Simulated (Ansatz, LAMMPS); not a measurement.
# Squeezing and shearing glassy 67P2O5-20BaO-13Al2O3 (mol %) (86 atoms): runs compared

How stiff is glassy 67P2O5-20BaO-13Al2O3 (mol %) (86 atoms), and how do its levels respond to strain?

Computed with Ansatz 0.2.0: Kohn-Sham DFT, PBEsol, PAW (set soft_1), plane waves.

## (1) The cell as built

The cell holds 86 atoms: 20 P, 3 Ba, 4 Al and 59 O. Its edges and angles: a = 10.771 Å, b = 10.771 Å, c = 10.771 Å, α = 90.0°, β = 90.0°, γ = 90.0°. 86 atoms (20 P, 3 Ba, 4 Al, 59 O) placed at random at 2.81 g/cm³, melted at 4000 K for 10 ps at fixed volume with the Morse and Coulomb pair potential with partial charges (Pedone, Malavasi, Menziani, Cormack and Segre, J. Phys. Chem. B 110, 11780 (2006)). Quenched from 4000 K to 300 K at 20 K/ps and fixed volume, held 10 ps at zero pressure, then minimised at fixed cell.

What the set-up can't give: The quench rate of 20 K/ps far exceeds what a furnace or splat quench reaches, so expect more defects and frozen-in strain than in a real sample. The starting topology of bonds comes from the classical model, and needn't be the one that DFT or experiment would give. The Brillouin zone is sampled at Γ only. The levels lack spin–orbit coupling, which is large for the heavy elements here.

## (2) The reference run

The reference is a single point at the end of the relaxation.

Every strained cell starts from the geometry of this run, and its atoms are relaxed with the cell held.

Its input, with most atom lines left out:

```yaml
crystal:
  lattice:
    - [10.66163, -0.28519, -0.5415]
    - [-0.28519, 11.14324, 0.2763]
    - [-0.5415, 0.2763, 10.49658]
  atoms:
    - { symbol: P, position: [0.08542, 0.58771, 0.14188] }
    - { symbol: P, position: [0.83091, 0.10917, 0.78213] }
    - { symbol: P, position: [0.21218, 0.94693, 0.46844] }
    - { symbol: P, position: [0.15472, 0.19829, 0.05624] }
    - { symbol: P, position: [0.21118, 0.98175, 0.91035] }
    - { symbol: P, position: [0.01278, 0.31167, 0.44203] }
    - { symbol: P, position: [0.62448, 0.07543, 0.13581] }
    [... atom lines 8 to 86 left out ...]
kpoints:
  mp_grid: { grid: [1, 1, 1] }
hamiltonian:
  xc: pbesol
  pseudopotentials: { kind: paw, azcp: { folder: soft_1 }, xc_functional: pbe }
scf:
  occupations: { method: fermi_dirac, width: 0.05 }
output:
  forces: true
  stress: true
  populations: intrinsic
  dos:
    method: { smearing: { sigma: 0.08 } }
    de: 0.1
    projected: { site_lists: { Al: [Al], Ba: [Ba], O: [O], P: [P] } }
  eigenvalues: true
  write_density: true
  write_potential: true
  volumetric_format: npy
```

```
free energy per atom   : -786.3860 eV/atom
r.m.s. force component : 0.01177 eV/Å
pressure               : -0.02185 GPa
```

Filled and empty levels are parted by 4.37 eV (at Γ alone); a semilocal functional tends to put such gaps too low. In a disordered cell it changes from sample to sample, and tail or defect levels can set it.

## (3) The runs

Each row is one run, on 4 threads of Arm Neoverse V1, shared host. The free energy is the program's total, comparable only between runs with the same functional, potentials and atoms.

```
                                 run  atoms    outcome  ionic steps, all passes  free energy (eV)     time  host memory (GiB)
           Single point at the start     86  converged                        -        -67618.927     19 s                1.5
              Cell and atoms relaxed     86  converged                       47        -67629.196  9.7 min                1.5
Single point at the relaxed geometry     86  converged                        -        -67629.196     29 s                1.5
                         Volume -3 %     86  converged                        8        -67629.101  2.1 min                1.5
                         Volume +3 %     86  converged                        8        -67629.122  2.2 min                1.6
                         Volume -6 %     86  converged                       14        -67628.807  3.5 min                1.5
                         Volume +6 %     86  converged                       19        -67628.943  5.5 min                1.6
                        Volume -10 %     86  converged                       14        -67627.977  3.5 min                1.4
            Stretched by 1 % along x     86  converged                        8        -67629.175  2.2 min                1.5
           Compressed by 1 % along x     86  converged                        7        -67629.169  1.9 min                1.5
                Sheared by 2 % in xy     86  converged                        5        -67629.166     79 s                1.5
```

In some runs the program notes that the exchange-correlation potential is rough where the density is thin and the SCF threshold is loose for the stress.

## (4) Pressure against volume

Atoms are relaxed at each volume, in the scaled cell.

```
volume change (%)  volume (Å³/atom)  energy change (meV/atom)  pressure (GPa)  largest move on relaxing (Å)  bonds  gap (eV)
              -10            13.000                     14.17            3.49                          0.37    119                4.67
               -6            13.577                      4.52            1.80                          0.27    119                4.56
               -3            14.011                      1.10            0.83                          0.12    119                4.47
               +0            14.444                      0.00           -0.02                             -    118                4.37
               +3            14.877                      0.86           -0.64                          0.18    118                4.28
               +6            15.311                      2.95           -0.93                          0.48    117                4.19
```

## (5) Uniaxial strain and shear

Stress (GPa, compression positive) less that of the relaxed cell, atoms relaxed:

```
                   strain      xx      yy      zz      xy  energy change (meV/atom)
 stretched by 1 % along x  -0.644  -0.136  -0.134  -0.047                      0.24
compressed by 1 % along x   0.749   0.168   0.259   0.020                      0.32
     sheared by 2 % in xy  -0.044  -0.105  -0.072  -0.436                      0.36
```

## (6) Findings

The bulk modulus, from the slope of pressure against ln V over the three points nearest the relaxed volume, is 24.6 GPa; a quadratic over all points gives a pressure derivative of about 8.9. The count of bonds runs from 117 to 119 over the series, so at some points contacts cross the cutoffs. The gap goes from 4.67 eV at the smallest volume to 4.19 eV at the largest, -2.9 eV per unit of ln V by a straight line, on the run's k-points. In the Cartesian axes of the cell, finite differences give C11 = 69.6, C12 = 15.2, C13 = 19.6 and C66 = 21.8 GPa (the shear of 2 % is the engineering strain, εxy = 0.01). The mean of C11, C12 and C13, which equals the bulk modulus in a cubic or isotropic solid, is 34.8 GPa: it lies 41 % over the bulk modulus from the volumes. For an isotropic solid C66 would equal (C11 − C12)/2 = 27.2 GPa; so small a sample needn't be isotropic, and C66 rests on one shear. With the bulk modulus and C66 as K and G, Young's modulus would be about 50 GPa and Poisson's ratio 0.16.

Caveats: Strains are finite and relaxations stop at the force tolerance of the input, which can leave moduli too stiff; they are those of a static cell at zero temperature. Volumes are changed with the cell's shape held, so in an anisotropic solid the modulus lies over the one under free hydrostatic load. The program notes that the SCF threshold of the relaxations is loose for the stress.

The DFT runs together took 33 min of wall time.

[Logs are printed without paths, hosts, clocks, repeated set-up lines and the standing remarks that a program may print on its own settings, such as how far it seeks lower states.]

[Hosts, paths, dates, database ids (printed as entryN), source tags and the programs' standing remarks are cut or masked in the printed files.]
